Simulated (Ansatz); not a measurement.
# Li on Nb(110): change of the work function, part 3 of 4

Aim: the work function of Nb(110) at several coverages of Li (hollow site), and the dipole that each adsorbate carries.

Ansatz 0.2.0; plane-wave DFT, PBE, Ansatz PAW.

So far, work function, upper face (eV): step 2 (the clean slab) 4.49; step 3 (37 atoms, coverage 0.111 ML, cell 3x3) 3.37.

## (4) Adsorbate added, k-mesh 6×6×1, coverage 0.25 ML

System of this step: Li/Nb(110). The cell holds 17 atoms: 16 Nb and 1 Li. Cell: a = 5.716 Å, b = 5.716 Å, c = 27.502 Å, α = 90.0°, β = 90.0°, γ = 70.5°. Vacuum lies along c.

Another coverage, to see how the dipoles act on each other as their distance changes.

input.yaml reads:

```yaml
crystal:
  lattice:
    - [4.6669047558, -3.3, 0.0]
    - [4.6669047558, 3.3, 0.0]
    - [0.0, 0.0, 27.5015998139]
  atoms:
    - { symbol: Nb, position: [0.0, 0.0, 0.3272536893] }
    - { symbol: Nb, position: [0.25, 0.25, 0.412101567] }
    - { symbol: Nb, position: [0.0, 0.0, 0.4980102789] }
    - { symbol: Nb, position: [0.25, 0.25, 0.5798435868] }
    - { symbol: Nb, position: [0.0, 0.5, 0.3272536893] }
    - { symbol: Nb, position: [0.25, 0.75, 0.412101567] }
    - { symbol: Nb, position: [0.0, 0.5, 0.4980102789] }
    - { symbol: Nb, position: [0.25, 0.75, 0.5798435868] }
    - { symbol: Nb, position: [0.5, 0.0, 0.3272536893] }
    - { symbol: Nb, position: [0.75, 0.25, 0.412101567] }
    - { symbol: Nb, position: [0.5, 0.0, 0.4980102789] }
    - { symbol: Nb, position: [0.75, 0.25, 0.5798435868] }
    - { symbol: Nb, position: [0.5, 0.5, 0.3272536893] }
    - { symbol: Nb, position: [0.75, 0.75, 0.412101567] }
    - { symbol: Nb, position: [0.5, 0.5, 0.4980102789] }
    - { symbol: Nb, position: [0.75, 0.75, 0.5798435868] }
    - { symbol: Li, position: [0.42, 0.42, 0.6727463107] }
kpoints:
  mp_grid: { grid: [6, 6, 1] }
hamiltonian:
  xc: pbe
scf:
  occupations: { method: fermi_dirac, width: 0.1 }
  convergence: { dr2_threshold: 1.0e-08 }
efield:
  axis: 3
  dipole_correction: true
  ramp_position: 0.97
  ramp_width: 0.06
relax:
  f_tol: 0.02
  max_steps: 60
  constraints: [{ sites: [0, 1, 4, 5, 8, 9, 12, 13] }]
output:
  dos: { projected: true, e_range: [-8, 4] }
  write_potential: true
  write_density: true
  volumetric_format: npy
  elf: true
```

Command:

```sh
$ ansatz run input.yaml --threads 8 --pin off --max-ram 16384MiB --backend cpu --events-out ev --progress --plain --runs-dir out
```

Standard output:

```text
[...]
Crystal: 17 atoms, lattice volume = 847.092 Å³
Basis set: ecut = 420 eV, 16603 PW (Γ), exchange–correlation on 80×80×384 points (8 copies of the dense FFT grid, shifted against one another)
Bands: 127, of which v1, the nominal top of the filled ones, is band 106 counted from 1 (105 counted from 0)
Symmetry: 2 space group operations
[...]
k-points: 13 of 36 (time reversal used)
[...]
SCF iter   1: F=—  HF=-73034.348043 eV  |F-HF|=—  |Δ(HF+E_count)|=         —  Δρ=8.49e-3  dr2=1.19e1  ethr=1.77e-3  p=0.473 e·Å  D=1.01e-1 V/Å  ΔV_dip=-2.78 eV  dr2_dipole=1.76e0  V_vac-E_F(+/−)=2.15/4.93 eV  ⟨swp⟩=10.5  Hψ=8349  notcnv=0  defer=1
[...]
SCF iter   9: F=-73034.017625 eV  HF=-73034.017625 eV  |F-HF|=1.41e-8  |Δ(HF+E_count)|=   4.30e-8  Δρ=7.35e-7  dr2=7.79e-9  ethr=4.74e-12  p=0.385 e·Å  D=8.22e-2 V/Å  ΔV_dip=-2.26 eV  dr2_dipole=3.95e-10  V_vac-E_F(+/−)=2.26/4.52 eV  ⟨swp⟩=12.8  Hψ=12141  notcnv=0
SCF 1 converged in 9 iterations: F = -73034.017625 eV  dr2 = 7.79e-9
[...]
relax step   1: F+E_penalty+E_count = -73034.01762533 eV  Δ(F+E_penalty+E_count) = +0.000e0 eV  max|allowed force component| = 4.365e-1 eV/Å  Δτ_max = 0.0000 Å  (9 SCF iters, accepted)
[...]
SCF iter   9: F=-73033.986373 eV  HF=-73033.986373 eV  |F-HF|=1.07e-8  |Δ(HF+E_count)|=   4.47e-8  Δρ=5.53e-7  dr2=4.19e-9  ethr=2.67e-12  p=0.335 e·Å  D=7.15e-2 V/Å  ΔV_dip=-1.97 eV  dr2_dipole=1.93e-11  V_vac-E_F(+/−)=2.56/4.53 eV  ⟨swp⟩=13.1  Hψ=12387  notcnv=0
SCF 2 converged in 9 iterations: F = -73033.986373 eV  dr2 = 4.19e-9
relax step   2: F+E_penalty+E_count = -73033.98637288 eV  Δ(F+E_penalty+E_count) = +3.125e-2 eV  max|allowed force component| = 6.539e-1 eV/Å  Δτ_max = 0.1893 Å  (9 SCF iters, rejected (line search))
SCF iter   1: F=—  HF=-73034.077534 eV  |F-HF|=—  |Δ(HF+E_count)|=         —  Δρ=3.77e-3  dr2=3.15e-1  ethr=1.46e-3  p=0.335 e·Å  D=7.15e-2 V/Å  ΔV_dip=-1.97 eV  dr2_dipole=6.02e-2  V_vac-E_F(+/−)=2.56/4.52 eV  ⟨swp⟩=5.5  Hψ=3384  notcnv=0
[...]
SCF iter   9: F=-73034.055598 eV  HF=-73034.055598 eV  |F-HF|=7.00e-9  |Δ(HF+E_count)|=   2.00e-8  Δρ=4.49e-7  dr2=2.77e-9  ethr=4.74e-12  p=0.361 e·Å  D=7.71e-2 V/Å  ΔV_dip=-2.12 eV  dr2_dipole=3.37e-10  V_vac-E_F(+/−)=2.40/4.52 eV  ⟨swp⟩=12.5  Hψ=12233  notcnv=0
SCF 3 converged in 9 iterations: F = -73034.055598 eV  dr2 = 2.77e-9
relax step   3: F+E_penalty+E_count = -73034.05559840 eV  Δ(F+E_penalty+E_count) = -3.797e-2 eV  max|allowed force component| = 6.733e-2 eV/Å  Δτ_max = 0.0941 Å  (9 SCF iters, accepted)
[...]
relax step   4: F+E_penalty+E_count = -73034.06102708 eV  Δ(F+E_penalty+E_count) = -5.429e-3 eV  max|allowed force component| = 4.171e-2 eV/Å  Δτ_max = 0.0971 Å  (8 SCF iters, accepted)
[...]
relax step   5: F+E_penalty+E_count = -73034.06670524 eV  Δ(F+E_penalty+E_count) = -5.678e-3 eV  max|allowed force component| = 2.996e-2 eV/Å  Δτ_max = 0.1500 Å  (8 SCF iters, accepted)
[...]
relax step   6: F+E_penalty+E_count = -73034.07139829 eV  Δ(F+E_penalty+E_count) = -4.693e-3 eV  max|allowed force component| = 2.473e-2 eV/Å  Δτ_max = 0.1939 Å  (8 SCF iters, accepted)
[...]
relax step   7: F+E_penalty+E_count = -73034.07332574 eV  Δ(F+E_penalty+E_count) = -1.927e-3 eV  max|allowed force component| = 2.156e-2 eV/Å  Δτ_max = 0.1950 Å  (8 SCF iters, accepted)
[...]
relax step   8: F+E_penalty+E_count = -73034.07346595 eV  Δ(F+E_penalty+E_count) = -1.402e-4 eV  max|allowed force component| = 2.128e-2 eV/Å  Δτ_max = 0.0858 Å  (8 SCF iters, accepted)
SCF iter   1: F=—  HF=-73034.073685 eV  |F-HF|=—  |Δ(HF+E_count)|=         —  Δρ=2.52e-4  dr2=1.22e-3  ethr=5.77e-6  p=0.349 e·Å  D=7.45e-2 V/Å  ΔV_dip=-2.05 eV  dr2_dipole=9.11e-5  V_vac-E_F(+/−)=2.47/4.52 eV  ⟨swp⟩=2.1  Hψ=2782  notcnv=0
[...]
SCF iter   7: F=-73034.073630 eV  HF=-73034.073630 eV  |F-HF|=2.26e-9  |Δ(HF+E_count)|=   1.59e-8  Δρ=2.86e-7  dr2=1.44e-9  ethr=4.74e-12  p=0.348 e·Å  D=7.43e-2 V/Å  ΔV_dip=-2.04 eV  dr2_dipole=9.84e-11  V_vac-E_F(+/−)=2.48/4.52 eV  ⟨swp⟩=10.8  Hψ=11593  notcnv=0
SCF 9 converged in 7 iterations: F = -73034.073630 eV  dr2 = 1.44e-9
relax step   9: F+E_penalty+E_count = -73034.07363041 eV  Δ(F+E_penalty+E_count) = -1.645e-4 eV  max|allowed force component| = 7.680e-3 eV/Å  Δτ_max = 0.0211 Å  (7 SCF iters, accepted)
[...]
SCF converged after 7 iterations
Free energy (F): -73034.073630 eV
[...]
Internal energy: -73033.362959 eV  (E = F + TS)
E sigma→0 (E₀):  -73033.718295 eV
Entropy (-TS):   -0.710671 eV (-41.804 meV/atom)
Fermi energy:    3.991094 eV
Dipole field:    D = 0.074313 V/Å  (p = 0.347883 e·Å, saw-weighted, corrected)
Work function:   Φ+ = 2.4781 eV   Φ− = 4.5219 eV
[...]
--- Forces (eV/Å), atoms counted from 1 ---
  atom   1  Nb    -0.00066400     0.00000000     0.31932464
  atom   2  Nb    -0.00257403     0.00000000    -0.35586364
  atom   3  Nb     0.00383842    -0.00000000     0.00541536
  atom   4  Nb    -0.00175994    -0.00000000     0.00135406
  atom   5  Nb    -0.00007021    -0.00012475     0.34196559
  atom   6  Nb     0.00135381    -0.03441316    -0.32130105
  atom   7  Nb    -0.00133166     0.00768044     0.00165788
  atom   8  Nb     0.00014749     0.00130094    -0.00001331
  atom   9  Nb    -0.00007021     0.00012475     0.34196559
  atom  10  Nb     0.00135381     0.03441316    -0.32130105
  atom  11  Nb    -0.00133166    -0.00768044     0.00165788
  atom  12  Nb     0.00014749    -0.00130094    -0.00001331
  atom  13  Nb     0.00057271    -0.00000000     0.33964371
  atom  14  Nb     0.00525268    -0.00000000    -0.35342827
  atom  15  Nb    -0.00256897    -0.00000000     0.00359011
  atom  16  Nb    -0.00191478     0.00000000    -0.00411349
  atom  17  Li    -0.00036907    -0.00000000    -0.00054728
  max |Σ_I F_I| component: 1.19e-5 eV/Å
--- Band table (eV; the first three rows and the last of 13) ---
  k-point 0: bands = [... 102 lower, 4.1277, 4.1504, 4.1557, 4.4221, 4.6529, 5.2657, 5.3559, 5.4397, ... 17 higher]
  k-point 1: bands = [... 102 lower, 3.9722, 4.0894, 4.1303, 4.2802, 4.6820, 4.8750, 4.9731, 5.0466, ... 17 higher]
  k-point 2: bands = [... 102 lower, 3.6944, 3.7590, 3.7783, 3.9401, 4.1650, 4.2926, 4.3204, 4.3322, ... 17 higher]
  k-point 12: bands = [... 102 lower, 3.8928, 3.9651, 3.9748, 4.0743, 4.0853, 4.1601, 4.1624, 4.1742, ... 17 higher]
--- Relaxed structure (9 steps of the walk, 8 accepted, 0 SCFs on fresh bases) ---
  F+E_penalty+E_count = -73034.07363041 eV   max|allowed force component| = 7.680e-3 eV/Å
  atoms:
    - { symbol: Nb, position: [0.0, 0.0, 0.327254] }
    - { symbol: Nb, position: [0.250000, 0.250000, 0.412102] }
    - { symbol: Nb, position: [1.031553e-5, 1.031553e-5, 0.496955] }
    - { symbol: Nb, position: [0.251934, 0.251934, 0.581490] }
    - { symbol: Nb, position: [-2.775558e-17, 0.5, 0.327254] }
    - { symbol: Nb, position: [0.250000, 0.750000, 0.412102] }
    - { symbol: Nb, position: [0.000213247, 0.499970, 0.497855] }
    - { symbol: Nb, position: [0.248168, 0.752031, 0.579845] }
    - { symbol: Nb, position: [0.5, -2.775558e-17, 0.327254] }
    - { symbol: Nb, position: [0.750000, 0.250000, 0.412102] }
    - { symbol: Nb, position: [0.499970, 0.000213247, 0.497855] }
    - { symbol: Nb, position: [0.752031, 0.248168, 0.579845] }
    - { symbol: Nb, position: [0.500000, 0.500000, 0.327254] }
    - { symbol: Nb, position: [0.750000, 0.750000, 0.412102] }
    - { symbol: Nb, position: [0.500127, 0.500127, 0.497995] }
    - { symbol: Nb, position: [0.748392, 0.748392, 0.581505] }
    - { symbol: Li, position: [0.500340, 0.500340, 0.668366] }
```

The job ended after 2 min (8 threads of Intel Xeon at 2.60GHz (Ice Lake), shared host; peak memory 4.5 GiB).

Step by step:

| step | energy less that of the first step (eV) | largest force component (eV/Å) |
| --- | --- | --- |
| 1 | 0.0000 | 0.4365 |
| 2 | 0.0313 | 0.6539 |
| 3 | -0.0380 | 0.0673 |
| 4 | -0.0434 | 0.0417 |
| 5 | -0.0491 | 0.0300 |
| 6 | -0.0538 | 0.0247 |
| 7 | -0.0557 | 0.0216 |
| 8 | -0.0558 | 0.0213 |
| 9 | -0.0560 | 0.0077 |

Relaxation step 2 was tried and not accepted.

The run keeps the 2 symmetry operations that the program found, so distortions that break them were not tested.

The atoms that moved most (Å):

| atom | dx | dy | dz | length |
| --- | --- | --- | --- | --- |
| Li17 | 0.750 | 0.000 | -0.120 | 0.759 |
| Nb4 | 0.018 | 0.000 | 0.045 | 0.049 |
| Nb16 | -0.015 | 0.000 | 0.046 | 0.048 |
| Nb3 | 0.000 | 0.000 | -0.029 | 0.029 |
| Nb12 | 0.001 | -0.013 | 0.000 | 0.013 |
| Nb8 | 0.001 | 0.013 | 0.000 | 0.013 |

The relaxed structure:

```
Nb Li
1.0
     4.66690   -3.30000    0.00000
     4.66690    3.30000    0.00000
     0.00000    0.00000   27.50160
Nb Li
16 1
Direct
  0.00000 0.00000 0.32725
  0.25000 0.25000 0.41210
  0.00001 0.00001 0.49696
  0.25193 0.25193 0.58149
  0.00000 0.50000 0.32725
  0.25000 0.75000 0.41210
  0.00021 0.49997 0.49785
  0.24817 0.75203 0.57985
  0.50000 0.00000 0.32725
  0.75000 0.25000 0.41210
  0.49997 0.00021 0.49785
  0.75203 0.24817 0.57985
  0.50000 0.50000 0.32725
  0.75000 0.75000 0.41210
  0.50013 0.50013 0.49800
  0.74839 0.74839 0.58150
  0.50034 0.50034 0.66837
```

This step gave:

| Quantity | Value |
| --- | --- |
| energy at zero smearing | -73033.7183 eV |
| work function, upper face | 2.478 eV |
| work function, lower face | 4.522 eV |
| dipole along the normal | 0.3479 e·Å |
| step between the vacuum levels | -2.044 eV |

The density of states has structure finer than the step of the table below, so its rows give means over 0.25 eV. Peaks (eV: height): -2.800: 29.8, -1.620: 42.6, -1.500: 39.8, -1.380: 40.2, -1.290: 45.1, -1.230: 36.0, -0.420: 32.0.

Table of density of states by energy, zero at the Fermi level; means over each step:

| energy (eV) | density of states (states/eV a cell) |
| --- | --- |
| -5.75 | 0 |
| -5.50 | 0.483 |
| -5.25 | 0.929 |
| -5.00 | 1.01 |
| -4.75 | 1.07 |
| -4.50 | 1.95 |
| -4.25 | 2.63 |
| -4.00 | 3.12 |
| -3.75 | 2.90 |
| -3.50 | 10.1 |
| -3.25 | 17.8 |
| -3.00 | 15.2 |
| -2.75 | 23.4 |
| -2.50 | 23.8 |
| -2.25 | 18.3 |
| -2.00 | 14.5 |
| -1.75 | 11.4 |
| -1.50 | 31.6 |
| -1.25 | 32.3 |
| -1.00 | 24.0 |
| -0.75 | 21.9 |
| -0.50 | 28.9 |
| -0.25 | 25.4 |
| 0.00 | 22.8 |
| 0.25 | 16.7 |
| 0.50 | 13.1 |
| 0.75 | 13.5 |
| 1.00 | 16.0 |
| 1.25 | 13.8 |

Projected DOS per atom over height of the atomic layer and energy from the Fermi level. Layers: Nb4 Nb4 Nb4 Nb4 Li from below.

Ten even steps from '0' (0.00 states/eV) to '9' (2.23 states/eV), each cell a mean:
```
42241
42241
42240
75570
96660
74471
88791
34550
54450
66660
35530
23420
00000
00000
00000
00000
00000
00000
00000
00000
00000
00000
```
Columns: height of the atomic layer (Å) from 9 to 18.4; rows upwards: energy from the Fermi level (eV) from -7.96 to 1.45.

Valence density in the ca plane at fractional y = 0.500, with atoms of Nb and Li within 0.2 Å of it. It is the smooth field of the valence electrons, not physical close to the nuclei.

Ten steps, logarithmic in the rise over the least value, from '0' (0.0 e/Å³) to '9' (6.1 e/Å³), each cell a mean:
```
98533333346899853333221100000000000000000000
76433333334787643333321100000000000000000000
54333333333454433333322110000000000000000000
33333333333333333333322110000000000000000000
54333333333455433333322111000000000000000000
76433333334787643333322224300000000000000000
98533333346899853333222269820000000000000000
98533333346999853333222279830000000000000000
87433333335898743333322246510000000000000000
65333333334566533333322111100000000000000000
43333333333344333333322110000000000000000000
43333333333344333333322110000000000000000000
65333333334566533333321110000000000000000000
87433333335898743333221100000000000000000000
98533333346999853333221100000000000000000000
```
Columns run along c (16.0 Å, from fractional 0.33 to 0.92 of the cell), rows up along a (5.7 Å). Atoms in or near the plane, at fractional coordinates: Nb at (0.50, 0.00), Nb at (0.50, 0.50), Li at (0.67, 0.50).

Electrostatic potential energy in the ca plane at fractional y = 0.500, with atoms of Nb and Li within 0.2 Å of it. With pseudopotentials it is smooth inside the atoms' cores, unlike the true potential.

Values in eV, 8 rows by 16 columns, each cell a mean:
```
-31   4   4  -4 -47 -16   4   5   8   8   7   7   7   7   7   7
 -1   4   2   4  -4   3   3   3   7   7   7   7   7   7   7   7
 -6   4   2   3 -13  -1   3   4   5   1   5   6   7   7   7   7
-39   4   5  -6 -55 -22   5   6  -1 -22   2   6   7   7   7   7
-32   4   4  -4 -48 -17   4   5   1 -15   2   6   7   7   7   7
  0   4   2   4  -4   3   3   3   6   4   5   6   7   7   7   7
 -7   4   2   3 -13  -1   3   4   7   7   7   7   7   7   7   7
-38   4   5  -6 -54 -21   5   6   8   8   7   7   7   7   7   7
```
Columns run along c (16.0 Å, from fractional 0.33 to 0.92 of the cell; values clipped at the 3rd and 97th percentile), rows up along a (5.7 Å). Atoms in or near the plane, at fractional coordinates: Nb at (0.50, 0.00), Nb at (0.50, 0.50), Li at (0.67, 0.50).

ELF in the ca plane at fractional y = 0.500, with atoms of Nb and Li within 0.2 Å of it. It is the smooth field of the valence electrons, not physical close to the nuclei.

Values in units of 1e-1, 8 rows by 16 columns, each cell a mean:
```
5.2 3.8 3.4 3.3 6.5 4.0 3.7 3.4 5.0 3.8 1.5 0.3 0.0 0.0 0.0 0.0
3.2 3.7 2.9 4.0 2.9 3.4 3.4 3.1 5.3 4.8 2.3 0.5 0.1 0.0 0.0 0.0
3.4 3.7 2.9 3.5 3.8 3.1 3.3 3.4 4.9 1.0 0.7 0.4 0.1 0.0 0.0 0.0
5.5 3.9 3.6 3.5 6.1 4.5 3.8 4.3 3.3 7.7 0.2 0.2 0.1 0.0 0.0 0.0
5.2 3.8 3.4 3.3 6.5 4.0 3.6 4.1 3.4 5.1 0.2 0.2 0.1 0.0 0.0 0.0
3.2 3.7 2.9 4.0 2.9 3.4 3.3 3.2 5.4 2.2 1.3 0.4 0.1 0.0 0.0 0.0
3.4 3.7 2.9 3.5 3.8 3.1 3.4 3.1 5.1 4.7 2.2 0.4 0.1 0.0 0.0 0.0
5.5 3.9 3.6 3.5 6.0 4.5 4.0 3.7 5.1 3.5 1.3 0.3 0.0 0.0 0.0 0.0
```
Columns run along c (16.0 Å, from fractional 0.33 to 0.92 of the cell), rows up along a (5.7 Å). Atoms in or near the plane, at fractional coordinates: Nb at (0.50, 0.00), Nb at (0.50, 0.50), Li at (0.67, 0.50).

The relaxation took 9 steps and lowered the energy by 0.056 eV; the largest force on the free atoms ends at 0.0077 eV/Å.

By hand: a sheet of dipoles makes a step −p/(ε₀A) in the electron's potential. With e/ε₀ = 180.95 V·Å, p = 0.3479 e·Å and A = 30.80 Å², that is −180.95 × (0.3479) / 30.80 = -2.044 eV, and the two vacuum levels of the run differ by -2.044 eV.

The covered face has 2.48 eV, -2.01 eV against the clean one; the bare back face has moved by -0.01 eV, a measure of how thin the slab is.

## (5) The covered slab, k-mesh 6×6×1, coverage 0.5 ML

System of this step: Li/Nb(110). The cell holds 18 atoms: 16 Nb and 2 Li. Its edges and angles: a = 5.716 Å, b = 5.716 Å, c = 27.502 Å, α = 90.0°, β = 90.0°, γ = 70.5°. Vacuum lies along c.

Another coverage, to see how the dipoles act on each other as their distance changes.

input.yaml: that of step 4 with these lines changed.

```diff
@@ -23,2 +23,3 @@
     - { symbol: Li, position: [0.42, 0.42, 0.6727463107] }
+    - { symbol: Li, position: [0.92, 0.42, 0.6727463107] }
 kpoints:
```

Standard output:

```text
[...]
Crystal: 18 atoms, lattice volume = 847.092 Å³
Basis set: ecut = 420 eV, 16603 PW (Γ), exchange–correlation on 80×80×384 points (8 copies of the dense FFT grid, shifted against one another)
Bands: 129, of which v1, the nominal top of the filled ones, is band 107 counted from 1 (106 counted from 0)
Symmetry: 2 space group operations
[...]
- { symbol: Nb, position: [0.500000, 0.500000, 0.327254] }
    - { symbol: Nb, position: [0.750000, 0.750000, 0.412102] }
    - { symbol: Nb, position: [0.500373, 0.499362, 0.497889] }
    - { symbol: Nb, position: [0.742461, 0.749337, 0.581252] }
    - { symbol: Li, position: [0.502684, 0.498558, 0.666607] }
    - { symbol: Li, position: [1.002684, 0.498558, 0.666607] }
[key lines of the parts left out:]
SCF converged after 9 iterations
Free energy (F): -73238.935976 eV
Fermi energy:    4.128878 eV
Dipole field:    D = 0.076792 V/Å  (p = 0.359488 e·Å, saw-weighted, corrected)
Work function:   Φ+ = 2.4055 eV   Φ− = 4.5174 eV
```

It took 2.5 min on 8 threads; peak memory 5.1 GiB; 19 min of CPU time.

Step by step:

| step | energy less that of the first step (eV) | largest force component (eV/Å) |
| --- | --- | --- |
| 1 | 0.0000 | 0.4373 |
| 2 | -0.0782 | 0.2734 |
| 3 | -0.1226 | 0.0699 |
| 4 | -0.1402 | 0.0271 |
| 5 | -0.1468 | 0.0224 |
| 6 | -0.1496 | 0.0265 |
| 7 | -0.1510 | 0.0075 |

Forces are held to the 2 operations that the program found; a distortion that breaks them can't arise in this run.

The atoms that moved most (Å):

| atom | dx | dy | dz | length |
| --- | --- | --- | --- | --- |
| Li18 | 0.753 | -0.014 | -0.169 | 0.771 |
| Li17 | 0.753 | -0.014 | -0.169 | 0.771 |
| Nb4 | 0.037 | -0.038 | 0.038 | 0.065 |
| Nb12 | 0.037 | -0.038 | 0.038 | 0.065 |
| Nb16 | -0.038 | 0.023 | 0.039 | 0.059 |
| Nb8 | -0.038 | 0.023 | 0.039 | 0.059 |
| Nb3 | -0.001 | -0.004 | -0.016 | 0.016 |
| Nb11 | -0.001 | -0.004 | -0.016 | 0.016 |

The relaxed structure:

```
Nb Li
1.0
     4.66690   -3.30000    0.00000
     4.66690    3.30000    0.00000
     0.00000    0.00000   27.50160
Nb Li
16 2
Cartesian
  0.0000 0.0000 9.0000
  2.3335 0.0000 11.3335
  -0.0013 -0.0036 13.6804
  2.3707 -0.0376 15.9845
  2.3335 1.6500 9.0000
  4.6669 1.6500 11.3335
  2.3322 1.6467 13.6927
  4.6286 1.6727 15.9854
  2.3335 -1.6500 9.0000
  4.6669 -1.6500 11.3335
  2.3321 -1.6536 13.6804
  4.7042 -1.6876 15.9845
  4.6669 0.0000 9.0000
  7.0004 0.0000 11.3335
  4.6657 -0.0033 13.6927
  6.9621 0.0227 15.9854
  4.6727 -0.0136 18.3327
  7.0062 -1.6636 18.3327
```

The relaxation took 7 steps and lowered the energy by 0.15 eV; the largest force on the free atoms ends at 0.0075 eV/Å.

The covered face has 2.41 eV, -2.09 eV against the clean one; the bare back face has moved by -0.01 eV, a measure of how thin the slab is.

(Continued in part 4 of 4.)

[Long decimals in the printed logs are rounded to 6 places.]

[Logs are printed without paths, hosts, clocks, repeated set-up lines and the standing remarks that a program may print on its own settings, such as how far it seeks lower states.]

[Hosts, paths, dates, database ids (printed as entryN), source tags and the programs' standing remarks are cut or masked in the printed files.]

[Maps of the electrostatic potential energy from Ansatz leave out the sawtooth potential of an applied field or a dipole correction, so their vacuum need not be flat; planar profiles and work functions include it.]

[The density of states shown here was stored with 400 of the rows of the run's finer table, so its peaks can read low, often by over a quarter, or be missed, and its means over a window can be off by a tenth or more.]
